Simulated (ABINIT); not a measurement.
# MoS2 (P6_3/mmc): G0W0 in ABINIT against the plane-wave cutoff, part 2 of 2

Wanted: the cheapest plane-wave cutoff that holds the gap of MoS2 (P6_3/mmc).

ABINIT 10.8.3; PBE and many-body steps on it, plane waves. Known limits of the many-body steps: not at the basis limit; no spin-orbit coupling; coarse k mesh.

So far. Step 5 (Empty states on the mesh, 6×6×1 mesh, 116 bands): On this mesh the gap is 0.889 eV. Step 6 (Screening, 6×6×1 mesh, 106 bands, screening to 130.6 eV): Local fields lower ε∞ by 11 %. On a Γ-centred mesh this coarse the value itself is usually too large, while a short band sum pulls it down.

The database entry behind the starting cell differs from later determinations by our own check (about 0.3 % long), so it need not match the best structure at ambient conditions.

## Step 8: Screening, 6×6×1 mesh, 106 bands, screening to 130.6 eV

This step: RPA screening on PBE, plane waves, norm-conserving pseudopotentials.

Input file run.abi:

```
acell 3*1.0 Angstrom
rprim 
  3.169000000004 -0.000000000001 0.000000000000
  -1.584500000001 2.744434504597 0.000000000000
  0.000000000000 0.000000000000 12.324000000000
ntypat 2
znucl 42 16
natom 6
typat 1 1 2 2 2 2
xred 
  0.333333333333 0.666666666667 0.250000000000
  0.666666666667 0.333333333333 0.750000000000
  0.333333333333 0.666666666667 0.623000000000
  0.666666666667 0.333333333333 0.123000000000
  0.333333333333 0.666666666667 0.877000000000
  0.666666666667 0.333333333333 0.377000000000
pp_dirpath "pseudos"
pseudos "Mo.upf, S.upf"
ecut 29
ngkpt 6 6 1
nshiftk 1
shiftk 0 0 0
kptopt 1
chksymbreak 0
istwfk *1
occopt 1
irdwfk 1
optdriver 3
nband 106
ecuteps 4.8
inclvkb 2
awtr 1
symchi 1
indata_prefix "in"
outdata_prefix "out"
tmpdata_prefix "tmp"
```

The run is started by

```sh
OMP_NUM_THREADS=1 mpirun -n 8 abinit run.abi > log
```

Numbers of over 12 decimals in the logs are rounded to 6 here.

Output:

```text
.Version 10.8.3 of ABINIT. v10.8.2 released Aug 2026.

 Symmetries : space group P6_3/m m c (#194); Bravais hP (primitive hexag.)
[... echo of the input left out ...]
== DATASET  1 ==================================================================
-   mpi_nproc: 8, omp_nthreads: 1 (-1 if OMP is not activated)

--- !DatasetInfo
iteration_state: {dtset: 1, }
dimensions: {natom: 6, nkpt: 7, mband: 106, nsppol: 1, nspinor: 1, nspden: 1, mpw: 5463, }
cutoff_energies: {ecut:  29.0, pawecutdg:  -1.0, }
electrons: {nelect:   5.20000000E+01, charge:   0.00000000E+00, occopt:   1.00000000E+00, tsmear:   1.00000000E-02, }

 SCREENING: Calculation of the susceptibility and dielectric matrices

 Based on a program developped by R.W. Godby, V. Olevano, G. Onida, and L. Reining.
 Incorporated in ABINIT by V. Olevano, G.-M. Rignanese, and M. Torrent.
.Using double precision arithmetic ; gwpc =  8

[... cell and pseudopotentials left out ...]
--------------------------------------------------------------------------------

 ==== K-mesh for the wavefunctions ====
 Number of points in the irreducible wedge :     7
[... list of points left out ...]
 Together with 24 symmetry operations and time-reversal symmetry
 yields    36 points in the full Brillouin Zone.

 ==== Q-mesh for the screening function ====
 Number of points in the irreducible wedge :     7
[... list of points left out ...]
 Together with 24 symmetry operations and time-reversal symmetry
 yields    36 points in the full Brillouin Zone.

 setmesh: FFT mesh size selected  =    18x   18x   80
          total number of points  =        25920

 vcoul_init : cutoff-mode = AUXILIARY_FUNCTION
 q-points for optical limit:   1
     1)      0.000010    0.000020    0.000030

- screening: taking advantage of time-reversal symmetry
- Maximum band index for partially occupied states nbvw = 26
- Remaining bands to be divided among processors   nbcw = 80
- Number of bands treated by each node ~10

 Number of electrons calculated from density =   52.0000; Expected =   52.0000
 average of density, n =  0.071892
 r_s =    1.4919
 omega_plasma =   25.8640 [eV]

 calculating chi0 at frequencies [eV] :
  1    0.000000E+00    0.000000E+00
  2    0.000000E+00    2.586399E+01

--------------------------------------------------------------------------------
  q-point number  1        q = ( 0.000000, 0.000000, 0.000000) [r.l.u.]
--------------------------------------------------------------------------------
[... chi0 elements left out ...]
 For q-point:  0.000010 0.000020 0.000030
  dielectric constant =  14.4872
  dielectric constant without local fields =  16.2883

  Average fulfillment of the sum rule on Im[epsilon] for q-point    1 :     69.46  [%]
[... wings left out ...]
  q-point number  2        q = ( 0.166667, 0.000000, 0.000000) [r.l.u.]
--------------------------------------------------------------------------------
[... chi0 elements left out ...]
  Average fulfillment of the sum rule on Im[epsilon] for q-point    2 :     73.09  [%]

 [... 5 further q-points ...]
```

The job ended after 35 s (8 MPI ranks of Arm Neoverse V1, shared host; peak memory 1.9 GiB; 4.7 min of CPU time).

Numbers from this step:

```
ε∞ with local fields, on this mesh, along the program's q direction : 14.49
the same without local fields                                       : 16.29
plasma frequency                                                    : 25.86 eV
plane waves in the screening matrix                                 : 341
```

## Step 9: 29 Ha

The self-energy is evaluated for the states that the input lists, and the levels follow from it, in one-shot runs by the linearised quasiparticle equation.

This step: G0W0 on PBE, plane waves, norm-conserving pseudopotentials.

run.abi: that of step 8 with these lines changed.

```diff
@@ -27,8 +27,19 @@
 irdwfk 1
-optdriver 3
+optdriver 4
 nband 106
+gwcalctyp 0
+ecutsigx 29
+symsigma 1
+nkptgw 3
+kptgw 
+  0.0000000000 0.0000000000 0.0000000000
+  0.1666666667 0.1666666667 0.0000000000
+  0.3333333333 0.3333333333 0.0000000000
+bdgw 
+  25 28
+  25 28
+  25 28
 ecuteps 4.8
-inclvkb 2
-awtr 1
-symchi 1
+irdscr 1
+ppmodel 1
 indata_prefix "in"
```

Output:

```text
.Version 10.8.3 of ABINIT. v10.8.2 released Aug 2026.

 Symmetries : space group P6_3/m m c (#194); Bravais hP (primitive hexag.)
[... echo of the input left out ...]
== DATASET  1 ==================================================================
-   mpi_nproc: 8, omp_nthreads: 1 (-1 if OMP is not activated)

--- !DatasetInfo
iteration_state: {dtset: 1, }
dimensions: {natom: 6, nkpt: 7, mband: 106, nsppol: 1, nspinor: 1, nspden: 1, mpw: 5463, }
cutoff_energies: {ecut:  29.0, pawecutdg:  -1.0, }
electrons: {nelect:   5.20000000E+01, charge:   0.00000000E+00, occopt:   1.00000000E+00, tsmear:   1.00000000E-02, }

 SIGMA: Calculation of the GW corrections

 Based on a program developped by R.W. Godby, V. Olevano, G. Onida, and L. Reining.
 Incorporated in ABINIT by V. Olevano, G.-M. Rignanese, and M. Torrent.
.Using double precision arithmetic ; gwpc =  8

[... cell and pseudopotentials left out ...]
--------------------------------------------------------------------------------

 ==== K-mesh for the wavefunctions ====
 Number of points in the irreducible wedge :     7
[... list of points left out ...]
 Together with 24 symmetry operations and time-reversal symmetry
 yields    36 points in the full Brillouin Zone.

 ==== Q-mesh for screening function ====
 Number of points in the irreducible wedge :     7
[... list of points left out ...]
 Together with 24 symmetry operations and time-reversal symmetry
 yields    36 points in the full Brillouin Zone.

 vcoul_init : cutoff-mode = AUXILIARY_FUNCTION
 q-points for optical limit:   1
     1)      0.000010    0.000020    0.000030
 setmesh: FFT mesh size selected  =    25x   25x  120
          total number of points  =        75000

 Number of electrons calculated from density =   52.0000; Expected =   52.0000
[...]
number of plane-waves for wavefunctions          5463
 number of bands                                   106
 number of q-points in IBZ                           7
 number of frequencies                               2
 number of real frequencies                          1
 number of imag frequencies                          1

 matrix elements of self-energy operator (all in [eV])

 Perturbative Calculation

--- !SelfEnergy_ee
iteration_state: {dtset: 1, }
kpoint     : [   0.000,    0.000,    0.000, ]
spin       : 1
KS_gap     :    2.100
QP_gap     :    2.486
Delta_QP_KS:    0.386
data: !SigmaeeData |
     Band     E0 <VxcDFT>   SigX SigC(E0)      Z dSigC/dE  Sig(E)    E-E0       E
       25   7.289 -15.412 -16.659   1.744   0.778  -0.286 -15.025   0.386   7.676
       26   8.434 -16.392 -17.088   1.313   0.776  -0.289 -15.913   0.479   8.913
       27  10.534 -15.683 -11.194  -3.380   0.780  -0.282 -14.818   0.864  11.398
[...]
--- !SelfEnergy_ee
iteration_state: {dtset: 1, }
kpoint     : [   0.167,    0.167,    0.000, ]
spin       : 1
KS_gap     :    2.344
QP_gap     :    2.663
Delta_QP_KS:    0.320
data: !SigmaeeData |
     Band     E0 <VxcDFT>   SigX SigC(E0)      Z dSigC/dE  Sig(E)    E-E0       E
[...]
--- !SelfEnergy_ee
iteration_state: {dtset: 1, }
kpoint     : [   0.333,    0.333,    0.000, ]
spin       : 1
KS_gap     :    1.654
QP_gap     :    2.183
Delta_QP_KS:    0.529
data: !SigmaeeData |
     Band     E0 <VxcDFT>   SigX SigC(E0)      Z dSigC/dE  Sig(E)    E-E0       E
[...]
27   9.485 -17.610 -13.380  -2.847   0.776  -0.288 -16.536   1.074  10.559
       28   9.485 -17.610 -13.380  -2.847   0.776  -0.288 -16.536   1.074  10.559

== END DATASET(S) ==============================================================
================================================================================

 -outvars: echo values of variables after computation  --------
           etotal      0.0000000000E+00
            nband         106
             nkpt           7
          spgroup         194
 [... the other variables as echoed above ...]

 Calculation completed.
```

It took 16 s on 8 MPI ranks; peak memory 1.5 GiB.

Numbers from this step:

- G0W0 gap on the points computed: 1.192 eV
- starting gap on the mesh: 0.8890 eV
- k of the valence top: 0, 0, 0
- k of the conduction bottom: 0.1667, 0.1667, 0
- Z at the valence top: 0.776
- Z at the conduction bottom: 0.785
- least direct G0W0 gap on the computed points: 2.183 eV

The gap on the mesh goes from 0.89 eV to 1.19 eV, a correction of +0.30 eV.

## Step 10: Screening, 6×6×1 mesh, 106 bands, screening to 130.6 eV

This step: RPA screening on PBE, plane waves, norm-conserving pseudopotentials.

run.abi: that of step 9 with these lines changed.

```diff
@@ -18,3 +18,3 @@
 pseudos "Mo.upf, S.upf"
-ecut 29
+ecut 36
 ngkpt 6 6 1
@@ -27,19 +27,8 @@
 irdwfk 1
-optdriver 4
+optdriver 3
 nband 106
-gwcalctyp 0
-ecutsigx 29
-symsigma 1
-nkptgw 3
-kptgw 
-  0.0000000000 0.0000000000 0.0000000000
-  0.1666666667 0.1666666667 0.0000000000
-  0.3333333333 0.3333333333 0.0000000000
-bdgw 
-  25 28
-  25 28
-  25 28
 ecuteps 4.8
-irdscr 1
-ppmodel 1
+inclvkb 2
+awtr 1
+symchi 1
 indata_prefix "in"
```

Output:

```text
.Version 10.8.3 of ABINIT. v10.8.2 released Aug 2026.

 Symmetries : space group P6_3/m m c (#194); Bravais hP (primitive hexag.)
[... echo of the input left out ...]
== DATASET  1 ==================================================================
-   mpi_nproc: 8, omp_nthreads: 1 (-1 if OMP is not activated)

--- !DatasetInfo
iteration_state: {dtset: 1, }
dimensions: {natom: 6, nkpt: 7, mband: 106, nsppol: 1, nspinor: 1, nspden: 1, mpw: 7481, }
cutoff_energies: {ecut:  36.0, pawecutdg:  -1.0, }
[...]
--------------------------------------------------------------------------------
[... chi0 elements left out ...]
 For q-point:  0.000010 0.000020 0.000030
  dielectric constant =  14.4837
  dielectric constant without local fields =  16.2843

  Average fulfillment of the sum rule on Im[epsilon] for q-point    1 :     69.46  [%]
[... wings left out ...]
  q-point number  2        q = ( 0.166667, 0.000000, 0.000000) [r.l.u.]
--------------------------------------------------------------------------------
[... chi0 elements left out ...]
  Average fulfillment of the sum rule on Im[epsilon] for q-point    2 :     73.09  [%]

 [... 5 further q-points ...]
```

The job ended after 50 s (8 MPI ranks; peak memory 2.4 GiB).

Numbers from this step:

```
ε∞ with local fields, on this mesh, along the program's q direction : 14.48
the same without local fields                                       : 16.28
plasma frequency                                                    : 25.86 eV
plane waves in the screening matrix                                 : 341
```

## Step 11: 36 Ha

This step: G0W0 on PBE, plane waves, norm-conserving pseudopotentials.

run.abi: that of step 10 with these lines changed.

```diff
@@ -27,8 +27,19 @@
 irdwfk 1
-optdriver 3
+optdriver 4
 nband 106
+gwcalctyp 0
+ecutsigx 36
+symsigma 1
+nkptgw 3
+kptgw 
+  0.0000000000 0.0000000000 0.0000000000
+  0.1666666667 0.1666666667 0.0000000000
+  0.3333333333 0.3333333333 0.0000000000
+bdgw 
+  25 28
+  25 28
+  25 28
 ecuteps 4.8
-inclvkb 2
-awtr 1
-symchi 1
+irdscr 1
+ppmodel 1
 indata_prefix "in"
```

Output:

```text
.Version 10.8.3 of ABINIT. v10.8.2 released Aug 2026.

 Symmetries : space group P6_3/m m c (#194); Bravais hP (primitive hexag.)
[... echo of the input left out ...]
== DATASET  1 ==================================================================
-   mpi_nproc: 8, omp_nthreads: 1 (-1 if OMP is not activated)

--- !DatasetInfo
iteration_state: {dtset: 1, }
dimensions: {natom: 6, nkpt: 7, mband: 106, nsppol: 1, nspinor: 1, nspden: 1, mpw: 7481, }
cutoff_energies: {ecut:  36.0, pawecutdg:  -1.0, }
[...]
Band     E0 <VxcDFT>   SigX SigC(E0)      Z dSigC/dE  Sig(E)    E-E0       E
[...]
27   9.486 -17.609 -13.378  -2.848   0.776  -0.288 -16.536   1.073  10.559
       28   9.486 -17.609 -13.378  -2.848   0.776  -0.288 -16.536   1.073  10.559

== END DATASET(S) ==============================================================
================================================================================

 -outvars: echo values of variables after computation  --------
           etotal      0.0000000000E+00
            nband         106
             nkpt           7
          spgroup         194
 [... the other variables as echoed above ...]

 Calculation completed.
```

The job ended after 18 s (8 MPI ranks; peak memory 1.7 GiB; 2.4 min of CPU time).

Numbers from this step:

```
G0W0 gap on the points computed              : 1.192 eV
starting gap on the mesh                     : 0.8887 eV
k of the valence top                         : 0, 0, 0
k of the conduction bottom                   : 0.1667, 0.1667, 0
least direct G0W0 gap on the computed points : 2.183 eV
```

Against the run before, the gap moves by +0.000 eV.

## Step 12: Screening, 6×6×1 mesh, 106 bands, screening to 130.6 eV

This step: RPA screening on PBE, plane waves, norm-conserving pseudopotentials.

run.abi: that of step 11 with these lines changed.

```diff
@@ -18,3 +18,3 @@
 pseudos "Mo.upf, S.upf"
-ecut 36
+ecut 45
 ngkpt 6 6 1
@@ -27,19 +27,8 @@
 irdwfk 1
-optdriver 4
+optdriver 3
 nband 106
-gwcalctyp 0
-ecutsigx 36
-symsigma 1
-nkptgw 3
-kptgw 
-  0.0000000000 0.0000000000 0.0000000000
-  0.1666666667 0.1666666667 0.0000000000
-  0.3333333333 0.3333333333 0.0000000000
-bdgw 
-  25 28
-  25 28
-  25 28
 ecuteps 4.8
-irdscr 1
-ppmodel 1
+inclvkb 2
+awtr 1
+symchi 1
 indata_prefix "in"
```

Output:

```text
.Version 10.8.3 of ABINIT. v10.8.2 released Aug 2026.

 Symmetries : space group P6_3/m m c (#194); Bravais hP (primitive hexag.)
[... echo of the input left out ...]
== DATASET  1 ==================================================================
-   mpi_nproc: 8, omp_nthreads: 1 (-1 if OMP is not activated)

--- !DatasetInfo
iteration_state: {dtset: 1, }
dimensions: {natom: 6, nkpt: 7, mband: 106, nsppol: 1, nspinor: 1, nspden: 1, mpw: 10467, }
cutoff_energies: {ecut:  45.0, pawecutdg:  -1.0, }
[...]
--------------------------------------------------------------------------------
[... chi0 elements left out ...]
 For q-point:  0.000010 0.000020 0.000030
  dielectric constant =  14.4835
  dielectric constant without local fields =  16.2841

  Average fulfillment of the sum rule on Im[epsilon] for q-point    1 :     69.46  [%]
[... wings left out ...]
  q-point number  2        q = ( 0.166667, 0.000000, 0.000000) [r.l.u.]
--------------------------------------------------------------------------------
[... chi0 elements left out ...]
  Average fulfillment of the sum rule on Im[epsilon] for q-point    2 :     73.09  [%]

 [... 5 further q-points ...]
```

Run time: 62 s. Hardware: 8 MPI ranks; peak memory 3.3 GiB.

This step gave:

```yaml
eps_infinity_with_local_fields_on_this_mesh_along_the_program_s_q_direction: 14.48
the_same_without_local_fields: 16.28
plasma_frequency: 25.86 eV
plane_waves_in_the_screening_matrix: 341
```

## Step 13: 45 Ha

This step: G0W0 on PBE, plane waves, norm-conserving pseudopotentials.

run.abi: that of step 12 with these lines changed.

```diff
@@ -27,8 +27,19 @@
 irdwfk 1
-optdriver 3
+optdriver 4
 nband 106
+gwcalctyp 0
+ecutsigx 45
+symsigma 1
+nkptgw 3
+kptgw 
+  0.0000000000 0.0000000000 0.0000000000
+  0.1666666667 0.1666666667 0.0000000000
+  0.3333333333 0.3333333333 0.0000000000
+bdgw 
+  25 28
+  25 28
+  25 28
 ecuteps 4.8
-inclvkb 2
-awtr 1
-symchi 1
+irdscr 1
+ppmodel 1
 indata_prefix "in"
```

Output:

```text
.Version 10.8.3 of ABINIT. v10.8.2 released Aug 2026.

 Symmetries : space group P6_3/m m c (#194); Bravais hP (primitive hexag.)
[... echo of the input left out ...]
== DATASET  1 ==================================================================
-   mpi_nproc: 8, omp_nthreads: 1 (-1 if OMP is not activated)

--- !DatasetInfo
iteration_state: {dtset: 1, }
dimensions: {natom: 6, nkpt: 7, mband: 106, nsppol: 1, nspinor: 1, nspden: 1, mpw: 10467, }
cutoff_energies: {ecut:  45.0, pawecutdg:  -1.0, }
[...]
Band     E0 <VxcDFT>   SigX SigC(E0)      Z dSigC/dE  Sig(E)    E-E0       E
[...]
27   9.486 -17.609 -13.379  -2.849   0.776  -0.288 -16.536   1.073  10.559
       28   9.486 -17.609 -13.379  -2.849   0.776  -0.288 -16.536   1.073  10.559

== END DATASET(S) ==============================================================
================================================================================

 -outvars: echo values of variables after computation  --------
           etotal      0.0000000000E+00
            nband         106
             nkpt           7
          spgroup         194
 [... the other variables as echoed above ...]

 Calculation completed.
```

The job ended after 19 s (8 MPI ranks; peak memory 2.3 GiB).

Numbers from this step:

```
G0W0 gap on the points computed              : 1.193 eV
starting gap on the mesh                     : 0.8887 eV
k of the valence top                         : 0, 0, 0
k of the conduction bottom                   : 0.1667, 0.1667, 0
least direct G0W0 gap on the computed points : 2.183 eV
```

Against the run before, the gap moves by +0.001 eV.

## Step 14: The runs together

Times are wall times on 8 MPI ranks of Arm Neoverse V1, shared host, good to a factor of about two. A run's time includes the screening step that it read.

```csv
run,mesh,bands,screening cutoff (eV),DFT gap (eV),gap on the mesh (eV),direct (eV),ε∞ used,time
22 Ha,6×6×1,106,130.6,0.890,1.192,2.184,14.50,48 s
29 Ha,6×6×1,106,130.6,0.889,1.192,2.183,14.49,51 s
36 Ha,6×6×1,106,130.6,0.889,1.192,2.183,14.48,68 s
45 Ha,6×6×1,106,130.6,0.889,1.193,2.183,14.48,81 s
```

## Step 15: Summary of results

```yaml
22_ha: 1.192 eV
29_ha: 1.192 eV
36_ha: 1.192 eV
45_ha: 1.193 eV
known_limits: not at the basis limit; no spin-orbit coupling; coarse k mesh
```

In words: The setting moved: plane-wave cutoff. From 22 Ha to 45 Ha the gap moves by +0.001 eV. It holds to 0.03 eV from 22 Ha on. Bands and screening cutoff are coupled, so a series along one setting does not show full convergence. Bands and cutoff are finite, so the gap is not at the basis limit. The miss can reach some tenths of an eV and take either sign; the mesh is an error of its own. In the first G0W0 run levels were corrected at 3 k points alone, so a gap called «on the mesh» is the least over those, and an edge elsewhere would be missed. The 6×6×1 mesh is coarse for this cell, which bears on the long-range parts of exchange and screening. The many-body steps are scalar-relativistic: spin-orbit coupling is not in them.

[Paths, hosts, dates, memory and timing lines, banners, echoed tables and standing remarks are left out of the program output.]

[Logs are printed without paths, hosts, clocks, repeated set-up lines and the standing remarks that a program may print on its own settings, such as how far it seeks lower states.]

[Runs of the session that timed out or met a known fault of the program may be left out.]

[No measured gap is set beside runs whose start may be inverted or whose files or cutoffs have a known fault.]

[Hosts, paths, dates, database ids (printed as entryN), source tags and the programs' standing remarks are cut or masked in the printed files.]

[G0W0 gaps are taken among the corrected bands and points alone; a level outside them can change the order at an edge.]

[Where Ansatz stands beside ABINIT at settings called matched, ABINIT's density can come from a denser mesh and the files from another edition; pairs whose starting gaps differed by over 0.03 eV were left out, so agreement reads better than it is.]
